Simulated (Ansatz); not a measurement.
# Optical response of SiC (Moissanite)

Wanted: where SiC (Moissanite) starts to absorb, how strongly, and its refractive index.

Program: Ansatz 0.2.0. Level of theory: DFT, PBE, plane-wave PAW, default files, scalar-relativistic, independent-particle optical response without local fields. Values are calculated unless marked as measured.

## Step 1: Starting point

The structure is hexagonal, space group P6_3mc (No. 186). The conventional cell has a = 3.076 Å, b = 3.076 Å, c = 5.048 Å, α = 90.00°, β = 90.00°, γ = 120.00°. Nearest to Si lie 4 C at 1.87 to 1.94 Å. C has 4 Si at 1.87 to 1.94 Å nearest. Farther neighbours, and contacts between anions beyond the nearest, are not listed.

## Step 2: Ground state and bands

First the ground state: is it a metal or has it a gap?

This step: DFT, PBE, plane-wave PAW, default files, scalar-relativistic, ground state (Ansatz 0.2.0).

The input, input.yaml:

```yaml
crystal:
  lattice:
    - [3.076, 0.0, 0.0]
    - [-1.538, 2.663894142, 0.0]
    - [0.0, 0.0, 5.048]
  atoms:
    - { symbol: Si, position: [0.6666666667, 0.3333333333, 0.5] }
    - { symbol: Si, position: [0.3333333333, 0.6666666667, 0.0] }
    - { symbol: C, position: [0.6666666667, 0.3333333333, 0.885] }
    - { symbol: C, position: [0.3333333333, 0.6666666667, 0.385] }
kpoints:
  mp_grid: { grid: [9, 9, 5] }
  band_path:
    path:
      - [[0.0, 0.0, 0.0], [0.5, 0.0, 0.0], [0.33333333, 0.33333333, 0.0], [0.0, 0.0, 0.0], [0.0, 0.0, 0.5], [0.5, 0.0, 0.5], [0.33333333, 0.33333333, 0.5], [0.0, 0.0, 0.5]]
      - [[0.5, 0.0, 0.5], [0.5, 0.0, 0.0]]
      - [[0.33333333, 0.33333333, 0.0], [0.33333333, 0.33333333, 0.5]]
    npoints: 5
scf:
  occupations: { method: fermi_dirac, width: 0.05 }
  n_extra_bands: 8
hamiltonian:
  xc: pbe
  pseudopotentials: { kind: paw }
output:
  forces: true
  stress: true
  populations: true
  write_bands: true
```

Launch:

```sh
$ ansatz run input.yaml --threads 4 --pin off --max-ram 8192MiB --backend cpu --events-out ev --progress --plain --runs-dir out
```

What it wrote:

```text
scf.n_extra_bands = 8 over 8 filled bands (N_el = 16.0): the run solves 16 bands
Engine: ansatz 0.2.0, aarch64-unknown-linux-gnu
Pseudopotentials: kind: paw
Pseudopotential: Si, paw, valence charge 4, recommended cutoff 420 eV (normal), Si.paw.azcp
Pseudopotential: C, paw, valence charge 4, recommended cutoff 420 eV (normal), C.paw.azcp
Functional definition: PBE
  parameter kappa = 0.804
  parameter beta = 0.066725
  exchange = pbe_x(kappa = kappa, mu = beta*pi^2/3)
  correlation = pbe_c(beta = beta)
Crystal: 4 atoms, lattice volume = 41.364 Å³
Basis set: ecut = 420 eV, 785 PW (Γ), exchange–correlation on 48×48×72 points (8 copies of the dense FFT grid, shifted against one another)
Bands: 16, of which v1, the nominal top of the filled ones, is band 8 counted from 1 (7 counted from 0)
Symmetry: 12 space group operations
Space group: P63mc (ITA 186), of the structure as read, at distance tolerance 3.5e-5 Å
k-points: 36 of 405 (time reversal used)
Non-local potential: Si, projectors of the file, l = 0: 2, l = 1: 2, l = 2: 2
Non-local potential: C, projectors of the file, l = 0: 2, l = 1: 2, l = 2: 1
PAW form: soft (Blöchl's): semilocal exchange-correlation on the pseudo side does not see the compensation charge
PAW one-centre angular grid: Si, 110 points (default); XC on 64 Gauss nodes
PAW one-centre angular grid: C, 110 points (default); XC on 64 Gauss nodes
Initial density: superposition of atomic densities (neutral atoms: chi_scale 0, normalization atom), corrected by the library's trained network
Initial wavefunctions: pseudopotential atomic-orbital guess
Functional: x = pbe(κ = 0.804, μ = 0.219515), c = pbe(β = 0.066725)
SCF iter   1: F=—  HF=-1774.265656 eV  |F-HF|=—  |Δ(HF+E_count)|=         —  Δρ=2.44e-3  dr2=2.63e-3  ethr=1.77e-3  ⟨swp⟩=5.3  Hψ=3425  notcnv=0  defer=3
preconditioner: auto → none  [insulator: Δε(μ)=2.299 eV  Ē_g=14.029 eV  σ=0.050 eV  W_gap=1.00  n_scr=2 (ndim 8)  ℏωp=23.1 eV  f_vac=0.000  D(μ)=0.00/eV (n_scr^D=0)  ε∞_Penn≈3.7]
SCF iter   2: F=—  HF=-1774.265556 eV  |F-HF|=—  |Δ(HF+E_count)|=   1.01e-4  Δρ=7.85e-4  dr2=2.12e-4  ethr=1.64e-5  ⟨swp⟩=2.0  Hψ=961  notcnv=0  defer=49
SCF iter   3: F=—  HF=-1774.265623 eV  |F-HF|=—  |Δ(HF+E_count)|=   6.79e-5  Δρ=1.82e-4  dr2=7.70e-6  ethr=1.32e-6  ⟨swp⟩=2.4  Hψ=779  notcnv=0  defer=49
SCF iter   4: F=—  HF=-1774.265621 eV  |F-HF|=—  |Δ(HF+E_count)|=   2.33e-6  Δρ=1.90e-5  dr2=8.05e-8  ethr=4.81e-8  ⟨swp⟩=2.1  Hψ=742  notcnv=0  defer=49
iter 5 did not close the SCF: its close was put off for the readings that it lacked (scf_convergence_deferred on its scf_iter line)
SCF iter   5: F=-1774.265621 eV  HF=-1774.265621 eV  |F-HF|=1.23e-9  |Δ(HF+E_count)|=   8.34e-8  Δρ=2.55e-6  dr2=1.77e-9  ethr=5.03e-10  ⟨swp⟩=2.1  Hψ=761  notcnv=0  defer=49
SCF iter   6: F=-1774.265621 eV  HF=-1774.265621 eV  |F-HF|=3.87e-12  |Δ(HF+E_count)|=   1.66e-9  Δρ=6.09e-7  dr2=1.38e-10  ethr=1.11e-11  ⟨swp⟩=5.3  Hψ=2376  notcnv=0
SCF 1 converged in 6 iterations: F = -1774.265621 eV  dr2 = 1.38e-10
  greatest PAW one-centre occupation: 0.646 electrons in one spin orbital (limit 2), on the C atom at site 3 (counted from 0), in its partial waves of l = 0
NSCF: frozen V_eff on 48 k-points
SCF converged after 6 iterations
Free energy (F): -1774.265621 eV
Harris-Foulkes:  -1774.265621 eV  (|F-HF|=3.87e-12)
Internal energy: -1774.265621 eV  (E = F + TS)
E sigma→0 (E₀):  -1774.265621 eV
Fermi energy:    10.935055 eV
--- Per-component energies (eV) ---
  E_band       = 57.484473
  E_kinetic    = 271.762737
  E_local      = -211.048781  (includes V_loc(G=0)·N_el)
  E_nonlocal   = 103.694868
  E_hartree    = 65.205487
  E_xc         = -211.132547
  E_vxc        = -218.904821  (∫ρ·V_xc dr)
  E_paw        = -1224.176528  (= ΣΔE_a)
  E_vpaw       = -18.430437  (= ΣTr[D̂ρ^β])
  E_aug_tail   = 0.000028  (compensation charges beyond the density's cutoff)
  E_ewald      = -568.570884
  E_smearing   = -0.000000  (= −TS)
  E_closure    = 0.000000  (closes the sum)
  Σ components = -1774.265621   (vs F -1774.265621, Δ=0.00e0)
--- Forces (eV/Å), atoms counted from 1 ---
  atom   1  Si    -0.00000000     0.00000000     0.75245891
  atom   2  Si     0.00000000    -0.00000000     0.75245891
  atom   3  C      0.00000000     0.00000000    -0.75246760
  atom   4  C     -0.00000000    -0.00000000    -0.75246760
  max |Σ_I F_I| component: 1.74e-5 eV/Å
--- Stress (GPa, compression-positive) ---
        5.317279      -0.000000       0.000000
        0.000000       5.317279       0.000000
        0.000000       0.000000       0.449379
  P = ⅓ Tr σ = 3.6946 GPa (36.946 kbar)
--- Band table (eV; the first three rows and the last of 36) ---
  k-point 0: bands = [... 4 lower, 8.2270, 9.5069, 9.5069, 9.7838, 14.4014, 15.7943, 16.2903, 16.2903, ... 4 higher]
  k-point 1: bands = [... 4 lower, 8.3332, 8.7100, 9.3659, 9.3659, 14.5815, 16.3594, 16.3594, 16.5979, ... 4 higher]
  k-point 2: bands = [... 4 lower, 8.6250, 8.6250, 9.0179, 9.0179, 15.1088, 15.9267, 16.6739, 16.6739, ... 4 higher]
  k-point 35: bands = [... 4 lower, 3.5553, 4.3547, 7.8167, 7.8167, 14.7311, 14.8835, 14.8835, 16.6462, ... 4 higher]
--- Löwdin populations: 4 sites ---
  site symbol       q [e]
     0     Si      2.9210
     1     Si      2.9210
     2      C      4.9992
     3      C      4.9992
  spilling = 0.009978 (of n_electrons = 16.000000)
```

The job ended after 1.3 s (4 threads of Arm Neoverse V1, shared host; peak memory 0.32 GiB; 4.5 s of CPU time).

The column dr2 measures how far the density is from self-consistency, as an energy; F and HF (Harris–Foulkes) agree once it is small.

This step gave:

```
free energy                  : -1774.2656 eV
Fermi energy                 : 10.94 eV
gap by band count            : 2.325 eV
electrons                    : 16
symmetry operations          : 12
pressure                     : 3.695 GPa
gap on the k-mesh            : 2.325 eV
volume                       : 41.36 Å³
gap on the path              : 2.325 eV
least direct gap on the path : 4.079 eV
```

There is a gap, 2.32 eV on the path, so no carriers' term is needed. The cell is left with a pressure of 3.7 GPa and forces up to 0.75 eV/Å, as it stands unrelaxed at this level.

The electronic bands at the labelled points (eV, zero at the Fermi level; v1 is the highest filled band, c1 the lowest empty one):

| point | v4 | v3 | v2 | v1 | c1 | c2 | c3 | c4 |
| --- | --- | --- | --- | --- | --- | --- | --- | --- |
| Γ | -2.71 | -1.43 | -1.43 | -1.15 | 3.47 | 4.86 | 5.36 | 5.36 |
| 0.40 of the way | -3.60 | -3.53 | -1.85 | -1.71 | 3.23 | 5.24 | 5.65 | 6.35 |
| M | -6.58 | -4.70 | -4.41 | -2.64 | 1.44 | 3.04 | 5.58 | 6.05 |
| 0.40 of the way | -6.50 | -5.73 | -4.45 | -3.58 | 2.42 | 3.08 | 6.04 | 6.82 |
| K | -7.65 | -5.27 | -5.19 | -5.19 | 1.17 | 6.82 | 7.49 | 7.49 |
| 0.60 of the way | -4.64 | -3.48 | -2.35 | -1.87 | 4.40 | 4.44 | 5.72 | 5.73 |
| Γ | -2.71 | -1.43 | -1.43 | -1.15 | 3.47 | 4.86 | 5.36 | 5.36 |
| 0.40 of the way | -2.60 | -2.23 | -1.57 | -1.57 | 3.65 | 5.42 | 5.42 | 5.66 |
| A | -2.12 | -2.12 | -2.12 | -2.12 | 4.55 | 4.55 | 6.02 | 6.02 |
| 0.40 of the way | -4.06 | -4.06 | -2.84 | -2.84 | 3.71 | 3.71 | 6.29 | 6.29 |
| L | -3.84 | -3.84 | -3.49 | -3.49 | 2.01 | 2.01 | 3.85 | 3.85 |
| 0.40 of the way | -5.15 | -5.15 | -3.16 | -3.16 | 2.75 | 2.75 | 4.62 | 4.62 |
| H | -7.01 | -7.01 | -2.90 | -2.90 | 3.66 | 3.66 | 4.82 | 4.82 |
| 0.60 of the way | -4.12 | -4.12 | -3.40 | -3.40 | 4.10 | 4.10 | 6.06 | 6.06 |
| A | -2.12 | -2.12 | -2.12 | -2.12 | 4.55 | 4.55 | 6.02 | 6.02 |
| jump to L | -3.84 | -3.84 | -3.49 | -3.49 | 2.01 | 2.01 | 3.85 | 3.85 |
| 0.60 of the way | -5.70 | -4.55 | -3.73 | -2.91 | 1.66 | 2.27 | 5.52 | 6.32 |
| M | -6.58 | -4.70 | -4.41 | -2.64 | 1.44 | 3.04 | 5.58 | 6.05 |
| jump to K | -7.65 | -5.27 | -5.19 | -5.19 | 1.17 | 6.82 | 7.49 | 7.49 |
| 0.40 of the way | -7.90 | -5.71 | -4.33 | -4.33 | 1.96 | 5.71 | 5.71 | 6.66 |
| H | -7.01 | -7.01 | -2.90 | -2.90 | 3.66 | 3.66 | 4.82 | 4.82 |

## Step 3: Spectrum

With the density converged, the vertical transitions are summed over the zone.

This step: DFT, PBE, plane-wave PAW, default files, scalar-relativistic, independent-particle optical response without local fields (Ansatz 0.2.0).

input.yaml, the sections that differ from step 2:

```yaml
kpoints:
  mp_grid: { grid: [9, 9, 5] }
scf:
  occupations: { method: fixed }
output:
  optics:
    e_range: [0, 14]
    de: 0.05
    sigma: 0.1
    nscf_kmesh: { grid: [9, 9, 5] }
    bands: { spectra_wanted_up_to: 14 }
# crystal, hamiltonian: as in step 2
```

What it wrote:

```text
[...]
Crystal: 4 atoms, lattice volume = 41.364 Å³
Basis set: ecut = 420 eV, 785 PW (Γ)
Bands: 12, of which v1, the nominal top of the filled ones, is band 8 counted from 1 (7 counted from 0)
[... 1 set-up line as in the run before ...]
[...]
k-points: 36 of 405 (time reversal used)
[...]
SCF iter   1: F=—  HF=-1774.265704 eV  |F-HF|=—  |Δ(HF+E_count)|=         —  Δρ=2.43e-3  dr2=2.59e-3  ethr=1.77e-3  ⟨swp⟩=4.4  Hψ=2507  notcnv=0  defer=68
[...]
SCF iter   7: F=-1774.265689 eV  HF=-1774.265689 eV  |F-HF|=7.96e-12  |Δ(HF+E_count)|=  1.84e-10  Δρ=1.24e-7  dr2=3.67e-12  ethr=1.00e-12  ⟨swp⟩=4.5  Hψ=1866  notcnv=0
SCF 1 converged in 7 iterations: F = -1774.265689 eV  dr2 = 3.67e-12
[...]
NSCF: frozen V_eff on 36 k-points
[...]
output.optics: what the bands over the 25 summed would add to eps1, eps2 and the energy-loss function is held between a lower and an upper bound (6 Lanczos steps). eps1, eps2 and their loss function (loss_summed_bands) are given on every row as the summed bands alone make them. Along an axis, on a row where the two bounds hold the loss function to about 1 % of the greater of itself and 0.5 % of |1/eps|, its cell (loss_completed) is given, with the completed eps1 and eps2 that it is formed of (a cell that is left empty reads nan in the table and null in the record). The two bounds hold it so along every axis on all 281 rows up to 14.000 eV. [rest of the remark cut]
SCF converged after 7 iterations
Free energy (F): -1774.265689 eV
[...]
Internal energy: -1774.265689 eV  (E = F + TS)
E sigma→0 (E₀):  -1774.265689 eV
Fermi energy:    9.783866 eV
[...]
--- Band table (eV; the first three rows and the last of 36) ---
  k-point 0: bands = [... 4 lower, 8.2270, 9.5069, 9.5069, 9.7839, 14.4014, 15.7944, 16.2903, 16.2903]
  k-point 1: bands = [... 4 lower, 8.3332, 8.7101, 9.3660, 9.3660, 14.5815, 16.3594, 16.3594, 16.5979]
  k-point 2: bands = [... 4 lower, 8.6250, 8.6250, 9.0180, 9.0180, 15.1088, 15.9267, 16.6739, 16.6739]
  k-point 35: bands = [... 4 lower, 3.5553, 4.3547, 7.8167, 7.8167, 14.7311, 14.8836, 14.8836, 16.6462]
```

It took 17 s on 4 threads; peak memory 0.56 GiB.

This step gave:

```
electronic dielectric constant ε∞, mean of the axes                                   : 7.293
absorption onset, first axis (α over 10⁴ cm⁻¹, or the direct gap if that lies higher) : 4.678 eV
main peak of Im epsilon, first axis                                                   : 6.504 eV
least direct gap on the mesh                                                          : 4.115 eV
bands summed                                                                          : 25
spectra valid up to                                                                   : 18.45 eV
program's estimate of the k-sum error in Im epsilon                                   : 0.09 %
electrons in the f-sum                                                                : 13.07
```

The Im ε has structure finer than the step of the table below, so its rows give means over 0.5 eV. Peaks (eV: height): E ∥ x or y 6.50: 21.8; E ∥ z 6.50: 22.0, 7.35: 19.3.

Table of Im ε by photon energy; means over each step:

| photon energy (eV) | E ∥ x or y | E ∥ z |
| --- | --- | --- |
| 4.0 | 5.6e-5 | 2.5e-5 |
| 4.5 | 0.0562 | 0.271 |
| 5.0 | 1.51 | 7.47 |
| 5.5 | 4.38 | 11.1 |
| 6.0 | 14.4 | 16.2 |
| 6.5 | 21.3 | 20.1 |
| 7.0 | 18.0 | 14.4 |
| 7.5 | 12.4 | 17.1 |
| 8.0 | 12.9 | 11.8 |
| 8.5 | 11.8 | 9.54 |
| 9.0 | 10.0 | 8.94 |
| 9.5 | 7.89 | 6.17 |
| 10.0 | 6.04 | 5.05 |
| 10.5 | 4.73 | 4.34 |
| 11.0 | 3.84 | 3.66 |
| 11.5 | 3.38 | 3.16 |
| 12.0 | 2.90 | 2.72 |
| 12.5 | 2.42 | 2.34 |
| 13.0 | 2.05 | 1.94 |
| 13.5 | 1.72 | 1.62 |

The Re ε by photon energy:

| photon energy (eV) | E ∥ x or y | E ∥ z |
| --- | --- | --- |
| 0.0 | 7.11 | 7.67 |
| 0.5 | 7.13 | 7.70 |
| 1.0 | 7.22 | 7.81 |
| 1.5 | 7.37 | 8.00 |
| 2.0 | 7.60 | 8.29 |
| 2.5 | 7.92 | 8.71 |
| 3.0 | 8.38 | 9.31 |
| 3.5 | 9.02 | 10.2 |
| 4.0 | 9.98 | 11.7 |
| 4.5 | 11.6 | 14.8 |
| 5.0 | 14.5 | 17.0 |
| 5.5 | 17.6 | 15.8 |
| 6.0 | 19.7 | 14.4 |
| 6.5 | 9.31 | 6.16 |
| 7.0 | 0.0896 | 1.59 |
| 7.5 | 1.14 | -2.48 |
| 8.0 | 0.310 | -4.17 |
| 8.5 | -3.12 | -3.28 |
| 9.0 | -3.71 | -5.10 |
| 9.5 | -4.90 | -4.80 |
| 10.0 | -4.68 | -4.16 |
| 10.5 | -4.32 | -3.70 |
| 11.0 | -3.66 | -3.34 |
| 11.5 | -3.29 | -3.24 |
| 12.0 | -3.11 | -2.87 |
| 12.5 | -2.80 | -2.73 |
| 13.0 | -2.60 | -2.52 |
| 13.5 | -2.35 | -2.29 |
| 14.0 | -2.09 | -2.06 |

Reflectivity at normal incidence against photon energy; read off at these points:

| photon energy (eV) | E ∥ x or y (%) | E ∥ z (%) |
| --- | --- | --- |
| 0.00 | 20.6 | 22.0 |
| 0.50 | 20.7 | 22.1 |
| 1.00 | 20.9 | 22.4 |
| 1.50 | 21.3 | 22.8 |
| 2.00 | 21.9 | 23.5 |
| 2.50 | 22.6 | 24.4 |
| 3.00 | 23.7 | 25.6 |
| 3.50 | 25.0 | 27.4 |
| 4.00 | 27.0 | 29.9 |
| 4.50 | 29.9 | 34.5 |
| 5.00 | 34.3 | 40.4 |
| 5.50 | 38.6 | 41.6 |
| 6.00 | 46.3 | 45.5 |
| 6.50 | 50.5 | 51.6 |
| 6.60 | 50.8 | 52.3 |
| 7.00 | 53.0 | 43.4 |
| 7.50 | 43.9 | 54.6 |
| 8.00 | 46.5 | 53.6 |
| 8.50 | 51.1 | 49.8 |
| 9.00 | 51.5 | 55.6 |
| 9.50 | 55.3 | 56.7 |
| 10.00 | 56.1 | 55.2 |
| 10.50 | 56.9 | 53.9 |
| 11.00 | 55.3 | 53.7 |
| 11.50 | 54.3 | 55.1 |
| 12.00 | 55.3 | 54.2 |
| 12.50 | 55.6 | 55.5 |
| 13.00 | 56.7 | 57.0 |
| 13.50 | 57.4 | 57.8 |
| 14.00 | 58.2 | 59.4 |

Loss function −Im 1/ε at q → 0 against energy loss; read off at these points:

| energy loss (eV) | E ∥ x or y | E ∥ z |
| --- | --- | --- |
| 4.0 | 0 | 0 |
| 4.5 | 8.4e-5 | 1.3e-5 |
| 5.0 | 0.00679 | 0.0232 |
| 5.5 | 0.0129 | 0.0298 |
| 6.0 | 0.0244 | 0.0345 |
| 6.5 | 0.0388 | 0.0422 |
| 7.0 | 0.0519 | 0.0801 |
| 7.5 | 0.0811 | 0.0554 |
| 8.0 | 0.0752 | 0.0749 |
| 8.5 | 0.0801 | 0.0967 |
| 9.0 | 0.0881 | 0.0848 |
| 9.5 | 0.0919 | 0.102 |
| 10.0 | 0.104 | 0.118 |
| 10.5 | 0.115 | 0.133 |
| 11.0 | 0.137 | 0.149 |
| 11.5 | 0.152 | 0.154 |
| 12.0 | 0.160 | 0.174 |
| 12.5 | 0.177 | 0.181 |
| 13.0 | 0.187 | 0.191 |
| 13.5 | 0.203 | 0.206 |
| 14.0 | 0.222 | 0.221 |

Values under 1 per cm are given as 1. Absorption coefficient against photon energy:

| photon energy (eV) | E ∥ x or y (1/cm) | E ∥ z (1/cm) |
| --- | --- | --- |
| 0.000 | 1 | 1 |
| 0.500 | 1 | 1 |
| 1.000 | 1 | 1 |
| 1.500 | 1 | 1 |
| 2.000 | 1 | 1 |
| 2.500 | 1 | 1 |
| 3.000 | 1 | 1 |
| 3.500 | 1 | 1 |
| 4.000 | 1 | 1 |
| 4.500 | 759 | 165 |
| 5.000 | 96142 | 5.0e5 |
| 5.500 | 2.8e5 | 7.4e5 |
| 6.000 | 9.6e5 | 1.2e6 |
| 6.500 | 1.8e6 | 1.9e6 |
| 7.000 | 2.2e6 | 1.6e6 |
| 7.500 | 1.8e6 | 2.4e6 |
| 8.000 | 2.1e6 | 2.3e6 |
| 8.500 | 2.4e6 | 2.2e6 |
| 9.000 | 2.4e6 | 2.5e6 |
| 9.500 | 2.6e6 | 2.4e6 |
| 10.000 | 2.5e6 | 2.3e6 |
| 10.500 | 2.5e6 | 2.3e6 |
| 11.000 | 2.4e6 | 2.3e6 |
| 11.500 | 2.3e6 | 2.3e6 |
| 12.000 | 2.3e6 | 2.2e6 |
| 12.500 | 2.3e6 | 2.3e6 |
| 13.000 | 2.3e6 | 2.2e6 |
| 13.500 | 2.2e6 | 2.2e6 |
| 14.000 | 2.2e6 | 2.1e6 |

From ε follow the optical constants at some laser lines:

| wavelength (nm) | n xy | k xy | R (%) xy | 1/α xy | n z | k z | R (%) z | 1/α z |
| --- | --- | --- | --- | --- | --- | --- | --- | --- |
| 1064 | 2.70 | 0.000 | 21.0 | over 1 mm | 2.80 | 0.000 | 22.5 | over 1 mm |
| 800 | 2.72 | 0.000 | 21.4 | over 1 mm | 2.83 | 0.000 | 22.9 | over 1 mm |
| 633 | 2.75 | 0.000 | 21.8 | over 1 mm | 2.87 | 0.000 | 23.4 | over 1 mm |
| 532 | 2.79 | 0.000 | 22.3 | over 1 mm | 2.92 | 0.000 | 24.0 | over 1 mm |
| 450 | 2.85 | 0.000 | 23.1 | over 1 mm | 3.00 | 0.000 | 25.0 | over 1 mm |
| 365 | 2.98 | 0.000 | 24.7 | over 1 mm | 3.16 | 0.000 | 27.0 | over 1 mm |
| 193 | 4.21 | 2.570 | 50.1 | 6.0 nm | 3.99 | 2.661 | 50.1 | 5.8 nm |

Rows near the edge hang on the gap, which this functional as a rule makes too small, and phonon-assisted absorption over an indirect gap is left out.

Through 1 µm of it, D65 light comes out colourless, dimmed by reflection (x = 0.315, y = 0.331; 63 % transmitted).

At 1064 nm the birefringence n(z) − n(x) is +0.109: the crystal is uniaxial positive at this level.

The first strong peak, at 6.50 eV, fits the second-highest filled and the lowest empty band, which run nearly parallel at that distance over 50 % of M–K; the match rests on energies alone.

The f-sum over the summed bands holds 13.1 of the cell's 16 electrons outside the frozen cores, 2 of which lie in bands more than 12 eV below the Fermi level, whose transitions come at higher energies. Up to 14 eV the strength has a mean oscillator energy of 7.9 eV, close to the main peak.

## Step 4: Results

```
gap on the path                                                                       : 2.32 eV
least direct gap on the path                                                          : 4.08 eV
electronic dielectric constant ε∞, mean of the axes (independent particles)           : 7.29
absorption onset, first axis (α over 10⁴ cm⁻¹, or the direct gap if that lies higher) : 4.68 eV
main peak of Im epsilon, first axis                                                   : 6.50 eV
```

At this level (PBE, independent particles) SiC has a mean ε∞ = 7.29 and n = 2.68 at 1550 nm (E ∥ x); absorption sets in near 4.7 eV, and Im ε peaks at 6.5 eV (E ∥ x). The gap is indirect (2.32 eV), so absorption without phonons can begin only at the direct gap of 4.08 eV. Absorption becomes strong only at 4.68 eV, 0.56 eV above the least direct gap: the lowest transitions are weak or forbidden for this polarisation, or few states take part. Im ε has its chief maxima at 6.50 eV (22) and 8.03 eV (13) for E ∥ x or y. The static values by axis are 7.11 (xy), 7.67 (z). The first strong peak, at 6.50 eV, fits the second-highest filled and the lowest empty band, which run nearly parallel at that distance over 50 % of M–K; the match rests on energies alone. Through 1 µm of it, D65 light comes out colourless, dimmed by reflection (x = 0.315, y = 0.331; 63 % transmitted). At 1064 nm the birefringence n(z) − n(x) is +0.109: the crystal is uniaxial positive at this level. Excitons and phonon-assisted transitions are missing, and so are local fields; PBE gaps are as a rule too small, which pulls the onset down and ε∞ up. In the base run ε includes the program's bounded estimate of what the bands above those summed add.

[Long decimals in the printed logs are rounded to 6 places.]

[Logs are printed without paths, hosts, clocks, repeated set-up lines and the standing remarks that a program may print on its own settings, such as how far it seeks lower states.]

[Hosts, paths, dates, database ids (printed as entryN), source tags and the programs' standing remarks are cut or masked in the printed files.]

[Where the starting crystal was built by hand or by swapping elements, it need not be the compound's stable phase.]

[The count of steps not shown may lack steps that the program refused or didn't finish.]
